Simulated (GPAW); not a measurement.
# CoSi2: optical spectrum from first principles

Aim: the dielectric function of CoSi2, and the optical constants that follow from it. The cell comes from an older database entry, whose edges can differ from later determinations, mostly by under a per cent.

Calculated with GPAW 26.7.0; DFT, RPBE, plane-wave PAW (GPAW data sets), scalar-relativistic, RPA, optical limit.

The database entry behind the starting cell differs from later determinations by our own check (0.1 to 0.3 % short, probably kX units), so it need not match the best structure at ambient conditions.

## (1) Starting point

It takes space group Fm-3m (No. 225, cubic). Conventional cell: a = 5.356 Å, b = 5.356 Å, c = 5.356 Å, α = 90.00°, β = 90.00°, γ = 90.00°. Nearest to Co lie 8 Si at 2.32 Å. Nearest to Si lie 4 Co at 2.32 Å. Farther neighbours are not listed.

## (2) Ground state

The self-consistent density comes first; it also tells whether there is a gap, which decides the occupations and the need for a Drude term.

This step: DFT, RPBE, plane-wave PAW (GPAW data sets), scalar-relativistic, ground state (GPAW 26.7.0).

File gs.py:

```python
from ase import Atoms
from ase.dft.bandgap import bandgap
from gpaw import GPAW, PW, FermiDirac

atoms = Atoms(['Co', 'Si', 'Si'],
              cell=[[0.000000000000, 2.678000000000, 2.678000000000],
                    [2.678000000000, 0.000000000000, 2.678000000000],
                    [2.678000000000, 2.678000000000, 0.000000000000]],
              scaled_positions=[[0.000000000000, 0.000000000000, 0.000000000000],
                                [0.750000000000, 0.750000000000, 0.750000000000],
                                [0.250000000000, 0.250000000000, 0.250000000000]],
              pbc=[True, True, True])
atoms.set_initial_magnetic_moments([2.0, 0.0, 0.0])
atoms.calc = GPAW(mode=PW(500), xc='RPBE', kpts={'size': (7, 7, 7), 'gamma': True},
                  occupations=FermiDirac(0.05), maxiter=150, txt='gs.txt')
print('energy (eV)', atoms.get_potential_energy())
print('Fermi level (eV)', atoms.calc.get_fermi_level())
print('valence electrons', atoms.calc.get_number_of_electrons())
print('gap (eV)', bandgap(atoms.calc, output=None)[0])
print('direct gap (eV)', bandgap(atoms.calc, direct=True, output=None)[0])
print('moments', atoms.get_magnetic_moments().round(3).tolist())
atoms.calc.write('gs.gpw')
```

Started as:

```console
OMP_NUM_THREADS=1 python gs.py
```

Numbers of over 12 decimals in the logs are rounded to 6 here.

Log:

```text
__  _  _
 | _ |_)|_||  |
 |__||  | ||/\| - 26.7.0

Versions:
  Python: 3.12.14
  ASE:    3.29.0
  Numpy:  2.5.5
  Scipy:  1.18.1
  Libxc:  7.0.0

Input parameters:
  mode=PW(ecut=500.0),
  kpts=MonkhorstPack(size=(7, 7, 7), gamma=True),
  maxiter=150,
  occupations=Occupations(name='fermi-dirac', width=0.05, fixmagmom=False),
  xc=XC(name='RPBE')

Diagonalizing LCAO Hamiltonian
Converting LCAO to pw mode

                    Si

           Si

       Co

Atoms  # Å, Bohr magnetons
|   | symbol |        x |        y |        z |    initial magnetic moments |
| 0 |     Co | 0.000000 | 0.000000 | 0.000000 | ( 0.0000,  0.0000,  2.0000) |
| 1 |     Si | 4.017000 | 4.017000 | 4.017000 | ( 0.0000,  0.0000,  0.0000) |
| 2 |     Si | 1.339000 | 1.339000 | 1.339000 | ( 0.0000,  0.0000,  0.0000) |

Unit cell  # Å
| periodic |        x |        y |        z |  lengths |    angles |
|      yes | 0.000000 | 2.678000 | 2.678000 | 3.787264 | 60.000000 |
|      yes | 2.678000 | 0.000000 | 2.678000 | 3.787264 | 60.000000 |
|      yes | 2.678000 | 2.678000 | 0.000000 | 3.787264 | 60.000000 |

Number of symmetries: 48
Symmetry operations  # r_c * U_cc + t_c -> r_c
|    | kind |            matrix            |
|  0 |  σ   |  1, 0, 0,  1, 0,-1,  1,-1, 0 |
|  1 |  C2  |  1, 0, 0,  1,-1, 0,  1, 0,-1 |
|  2 |  E   |  1, 0, 0,  0, 1, 0,  0, 0, 1 |
|  3 |  σ   |  1, 0, 0,  0, 0, 1,  0, 1, 0 |
|  4 |  C4  |  1, 0,-1,  1, 0, 0,  1,-1, 0 |
|  5 |  S6  |  1, 0,-1,  1,-1, 0,  1, 0, 0 |
|  6 |  σ   |  1, 0,-1,  0, 1,-1,  0, 0,-1 |
|  7 |  C3  |  1, 0,-1,  0, 0,-1,  0, 1,-1 |
|  8 |  S6  |  1,-1, 0,  1, 0, 0,  1, 0,-1 |
|  9 |  C4  |  1,-1, 0,  1, 0,-1,  1, 0, 0 |
| 10 |  C3  |  1,-1, 0,  0,-1, 1,  0,-1, 0 |
| 11 |  σ   |  1,-1, 0,  0,-1, 0,  0,-1, 1 |
| 12 |  σ   |  0, 1, 0,  1, 0, 0,  0, 0, 1 |
| 13 |  C4  |  0, 1, 0,  0, 1,-1, -1, 1, 0 |
| 14 |  C3  |  0, 1, 0,  0, 0, 1,  1, 0, 0 |
| 15 |  S6  |  0, 1, 0, -1, 1, 0,  0, 1,-1 |
| 16 |  C2  |  0, 1,-1,  1, 0,-1,  0, 0,-1 |
| 17 |  σ   |  0, 1,-1,  0, 1, 0, -1, 1, 0 |
| 18 |  S4  |  0, 1,-1,  0, 0,-1,  1, 0,-1 |
| 19 |  C4  |  0, 1,-1, -1, 1, 0,  0, 1, 0 |
| 20 |  C3  |  0, 0, 1,  1, 0, 0,  0, 1, 0 |
| 21 |  σ   |  0, 0, 1,  0, 1, 0,  1, 0, 0 |
| 22 |  S6  |  0, 0, 1,  0,-1, 1, -1, 0, 1 |
| 23 |  C4  |  0, 0, 1, -1, 0, 1,  0,-1, 1 |
| 24 |  S4  |  0, 0,-1,  1, 0,-1,  0, 1,-1 |
| 25 |  C3  |  0, 0,-1,  0, 1,-1,  1, 0,-1 |
| 26 |  C2  |  0, 0,-1,  0,-1, 0, -1, 0, 0 |
| 27 |  S6  |  0, 0,-1, -1, 0, 0,  0,-1, 0 |
| 28 |  S4  |  0,-1, 1,  1,-1, 0,  0,-1, 0 |
| 29 |  C4  |  0,-1, 1,  0, 0, 1, -1, 0, 1 |
| 30 |  C2  |  0,-1, 1,  0,-1, 0,  1,-1, 0 |
| 31 |  σ   |  0,-1, 1, -1, 0, 1,  0, 0, 1 |
| 32 |  C3  |  0,-1, 0,  1,-1, 0,  0,-1, 1 |
| 33 |  S6  |  0,-1, 0,  0, 0,-1, -1, 0, 0 |
| 34 |  S4  |  0,-1, 0,  0,-1, 1,  1,-1, 0 |
| 35 |  C2  |  0,-1, 0, -1, 0, 0,  0, 0,-1 |
| 36 |  C2  | -1, 1, 0,  0, 1, 0,  0, 1,-1 |
| 37 |  S6  | -1, 1, 0,  0, 1,-1,  0, 1, 0 |
| 38 |  S4  | -1, 1, 0, -1, 0, 1, -1, 0, 0 |
| 39 |  C3  | -1, 1, 0, -1, 0, 0, -1, 0, 1 |
| 40 |  S6  | -1, 0, 1,  0, 0, 1,  0,-1, 1 |
| 41 |  C2  | -1, 0, 1,  0,-1, 1,  0, 0, 1 |
| 42 |  C3  | -1, 0, 1, -1, 1, 0, -1, 0, 0 |
| 43 |  S4  | -1, 0, 1, -1, 0, 0, -1, 1, 0 |
| 44 |  C2  | -1, 0, 0,  0, 0,-1,  0,-1, 0 |
| 45 |  i   | -1, 0, 0,  0,-1, 0,  0, 0,-1 |
| 46 |  σ   | -1, 0, 0, -1, 1, 0, -1, 0, 1 |
| 47 |  C2  | -1, 0, 0, -1, 0, 1, -1, 1, 0 |

BZ-sampling:
  Number of BZ points: 343
  Number of IBZ points: 20

  Monkhorst-Pack size: [7, 7, 7]
  Monkhorst-Pack shift: [0, 0, 0]

K-points  # in reciprocal-cell coordinates
|     |                                coordinates |     weight |
|   0 | (  0.00000000,   0.00000000,   0.00000000) | 0.00291545 |
|   1 | (  0.14285714,   0.14285714,   0.00000000) | 0.01749271 |
|   2 | (  0.14285714,   0.14285714,   0.14285714) | 0.02332362 |
|   3 | (  0.28571429,   0.14285714,   0.14285714) | 0.03498542 |
|   4 | (  0.28571429,   0.28571429,   0.00000000) | 0.01749271 |
|   5 | (  0.28571429,   0.28571429,   0.14285714) | 0.06997085 |
|   6 | (  0.28571429,   0.28571429,   0.28571429) | 0.02332362 |
|   7 | (  0.42857143,  -0.28571429,  -0.28571429) | 0.03498542 |
|   8 | (  0.42857143,   0.28571429,  -0.42857143) | 0.13994169 |
|   9 | (  0.42857143,   0.28571429,  -0.28571429) | 0.06997085 |
| ... |                                            |            |
|  19 | (  0.42857143,   0.42857143,   0.42857143) | 0.02332362 |

Plane wave coefficients: 990
Cutoff: 500.0 eV

Spin-components: 2 (collinear spins)
Bands:           16
Projectors:      16
Spin-degeneracy: 1
Datatype:        complex128

Parallelization:
  kpt:    1
  domain: 1
  band:   1

Density:
  Valence electrons: 17.0
  Components: 2
  Grid points: [20 20 20]
  Charge: 0.0  # |e|

Potential:
  Grid points: [20 20 20]

species:
  Co:
    name:    Cobalt
    id:
    Z:       27.0
    valence: 9
    core:    18
    charge:  0.0  # [|e|]
    compensation charges:
      type: gauss
      rc: 0.32  # [Å]
      lmax: 2
    cutoffs:
      filter: 1.87  # [Å]
      core: 2.55  # [Å]
    projectors
    | kind |    occ | energy [eV] | rcut [Å] |
    |   4s |  2.000 |      -5.390 |    1.005 |
    |   4p |  0.000 |      -1.273 |    1.058 |
    |   3d |  7.000 |      -8.145 |    1.005 |
    |    s |        |      21.821 |    1.005 |
    |    p |        |      25.939 |    1.058 |
    |    d |        |      19.066 |    1.005 |

    Using partial waves for Co as LCAO basis

  Si:
    name:    Silicon
    id:
    Z:       14.0
    valence: 4
    core:    10
    charge:  0.0  # [|e|]
    compensation charges:
      type: gauss
      rc: 0.33  # [Å]
      lmax: 2
    cutoffs:
      filter: 1.86  # [Å]
      core: 2.06  # [Å]
    projectors
    | kind |    occ | energy [eV] | rcut [Å] |
    |   3s |  2.000 |     -10.793 |    1.058 |
    |   3p |  2.000 |      -4.075 |    1.058 |
    |    s |        |      16.418 |    1.058 |
    |    p |        |      23.136 |    1.058 |
    |    d |        |       0.000 |    1.058 |

    Using partial waves for Si as LCAO basis

Reference energy: -53687.574712  # eV

eigensolver:
  PPCG
  Converge bands: occupied
  niter=2

density mixing:
  MSR1-Mixer
  Pratt-step length: 0.05
  Maximum mixing coefficient: 0.75
  Old densities: 10
  SVD Regularization: 0.005
  Good broyden scale: 1.0
  Trust region scale: 1.0
  Backstep threshold: 4.0
  History deletion threshold: 6.0
  Fourier metric: weight=20.0, sigma=0.015

occupation numbers:
  Fermi-Dirac:
    width: 0.0500  # eV

poisson solver:
  ecut: 4000.0  # eV

xc functional:
  name: RPBE with 2 nearest neighbor stencil

convergence criteria:
- Maximum [total energy] change in last 3 cyles: 0.0005 eV / valence electron
- Maximum integral of absolute [dens]ity change: 0.0001 electrons / valence electron
- Maximum integral of absolute [eigenst]ate change: 4e-08 eV^2 / valence electron
maximum number of iterations: 150

SCF iterations
|iter     |      energy | eigst |  dens |  magmom |
|iter:   1||  -19.294397 | +0.62 |       |  +2.0047|
|iter:   2||  -18.969072 | -1.42 | -0.63 |  +1.9197|
|iter:   3||  -18.885928 | -2.22 | -0.70 |  +1.3650|
|iter:   4||  -19.025000 | -2.27 | -0.91 |  +0.6067|
|iter:   5||  -19.084676 | -2.43 | -1.35 |  +0.2076|
|iter:   6||  -19.102852 | -2.60 | -1.64 |  -0.1540|
|iter:   7||  -19.105445 | -3.91 | -1.93 |  -0.0371|
|iter:   8||  -19.105595c| -4.91 | -2.48 |  -0.0037|
|iter:   9||  -19.105598c| -6.38 | -3.43 |  -0.0018|
|iter:  10||  -19.105599c| -7.15 | -3.87 |  -0.0003|
|iter:  11||  -19.105599c| -7.83c| -4.63c|  +0.0000|

Converged in 11 steps
SCF loop duration: 9.058 s (0.823 s/step)
Energy contributions relative to reference atoms: (reference = -53687.574712)

Energy contributions:
  Kinetic:          18.640863
  Coulomb:         -13.304965
  Zero:              0.128755
  External:          0.000000
  Xc:              -24.565948
  Entropy:          -0.008608
  Spinorbit:         0.000000
  ----------------------------
  Free energy:     -19.109903
  Extrapolated:    -19.105599

dipole moment: (-14.457984, -14.457984, -14.457984)  # |e|*Ang

Total magnetic moment: (0.000000, 0.000000, 0.000022)

Local magnetic moments
|        x |        y |        z |
| 0.000000 | 0.000000 | 0.000013 |  # Co   0
| 0.000000 | 0.000000 | 0.000001 |  # Si   1
| 0.000000 | 0.000000 | 0.000001 |  # Si   2

Fermi level: 9.779
Eigenvalues  # (at kpt = [0.000, 0.000, 0.000])
| band index |      eig [eV] | occ [0-1] |      eig [eV] | occ [0-1] |
|          0 |        -3.401 |     1.000 |        -3.401 |     1.000 |
|          1 |         5.680 |     1.000 |         5.680 |     1.000 |
|          2 |         5.680 |     1.000 |         5.680 |     1.000 |
|          3 |         5.680 |     1.000 |         5.680 |     1.000 |
|          4 |         7.841 |     1.000 |         7.841 |     1.000 |
|          5 |         7.841 |     1.000 |         7.841 |     1.000 |
|          6 |        10.605 |     0.000 |        10.605 |     0.000 |
|          7 |        13.164 |     0.000 |        13.164 |     0.000 |
|          8 |        13.164 |     0.000 |        13.164 |     0.000 |
|          9 |        13.164 |     0.000 |        13.164 |     0.000 |
|         10 |        13.198 |     0.000 |        13.198 |     0.000 |
|         11 |        13.198 |     0.000 |        13.198 |     0.000 |
|         12 |        13.198 |     0.000 |        13.198 |     0.000 |
|         13 |        15.448 |     0.000 |        15.448 |     0.000 |
|        ... |               |           |               |           |
|         15 |        15.448 |     0.000 |        15.448 |     0.000 |

No gap
No difference between direct/indirect transitions

--- standard output ---
energy (eV) -19.105599
Fermi level (eV) 9.779323
valence electrons 17.0
gap (eV) 0.0
direct gap (eV) 0.0
moments [0.0, 0.0, 0.0]
```

It took 11 s on 1 thread of Arm Neoverse V2, shared host; peak memory 0.15 GiB.

Numbers from this step:

| Quantity | Value |
| --- | --- |
| energy | -19.11 eV |
| Fermi energy | 9.779 eV |
| electrons | 17 |

There are states at the Fermi level within the smearing, so the occupations stay smeared and the carriers get a Drude term.

## (3) Bands for the response

The response needs many more empty bands than the density does.

This step: DFT, RPBE, plane-wave PAW (GPAW data sets), scalar-relativistic, bands at fixed density (GPAW 26.7.0).

File nscf.py:

```python
from ase.dft.bandgap import bandgap
from gpaw import GPAW, FermiDirac

calc = GPAW('gs.gpw').fixed_density(kpts={'size': (16, 16, 16), 'gamma': True}, nbands=36, convergence={'bands': 30},
                                    occupations=FermiDirac(0.05), txt='nscf.txt')
print('gap (eV)', bandgap(calc, output=None)[0])
print('direct gap (eV)', bandgap(calc, direct=True, output=None)[0])
print('top band over the Fermi level (eV)', min(calc.get_eigenvalues(kpt=k)[29] for k in range(len(calc.get_ibz_k_points()))) - calc.get_fermi_level())
calc.write('full.gpw', mode='all')
```

Started as:

```console
OMP_NUM_THREADS=1 python nscf.py
```

Log:

```text
Diagonalizing LCAO Hamiltonian
Converting LCAO to pw mode
convergence criteria:
- Maximum integral of absolute [eigenst]ate change: 4e-08 eV^2 / valence electron
maximum number of iterations: 150

SCF iterations
|iter     |      energy | eigst |  dens |  magmom |
|iter:   1||             | +3.00 |       |  +0.0000|
|iter:   2||             | +1.08 |       |  +0.0000|
|iter:   3||             | -0.30 |       |  +0.0000|
|iter:   4||             | -1.18 |       |  +0.0000|
|iter:   5||             | -2.12 |       |  +0.0000|
|iter:   6||             | -2.74 |       |  +0.0000|
|iter:   7||             | -3.49 |       |  +0.0000|
|iter:   8||             | -3.77 |       |  +0.0000|
|iter:   9||             | -3.95 |       |  +0.0000|
|iter:  10||             | -4.14 |       |  +0.0000|
[... 35 further cycles ...]
|iter:  46||             | -7.10 |       |  +0.0000|
|iter:  47||             | -7.13 |       |  +0.0000|
|iter:  48||             | -7.15 |       |  +0.0000|
|iter:  49||             | -7.19 |       |  +0.0000|
|iter:  50||             | -7.24 |       |  +0.0000|
|iter:  51||             | -7.29 |       |  +0.0000|
|iter:  52||             | -7.33 |       |  +0.0000|
|iter:  53||             | -7.34 |       |  +0.0000|
|iter:  54||             | -7.36 |       |  +0.0000|
|iter:  55||             | -7.41c|       |  +0.0000|
SCF steps: 55
  __  _  _
 | _ |_)|_||  |
 |__||  | ||/\| - 26.7.0

Versions:
  Python: 3.12.14
  ASE:    3.29.0
  Numpy:  2.5.5
  Scipy:  1.18.1
  Libxc:  7.0.0

Input parameters:
  mode=PW(ecut=500.0),
  convergence={'bands': 30},
  gpts=array([20, 20, 20]),
  kpts=MonkhorstPack(size=(16, 16, 16), gamma=True),
  maxiter=150,
  nbands=36,
  occupations=Occupations(name='fermi-dirac', width=0.05, fixmagmom=False),
  parallel={},
  xc=XC(name='RPBE')

--- standard output ---
gap (eV) 0.0
direct gap (eV) 0.0
top band over the Fermi level (eV) 26.422156
```

The job ended after 7.4 min (1 thread; peak memory 0.35 GiB).

[end of part 1 of 2]

[Machine, clock and banner lines and Python warnings are left out of the logs.]

[Logs are printed without paths, hosts, clocks, repeated set-up lines and the standing remarks that a program may print on its own settings, such as how far it seeks lower states.]

[Hosts, paths, dates, database ids (printed as entryN), source tags and the programs' standing remarks are cut or masked in the printed files.]
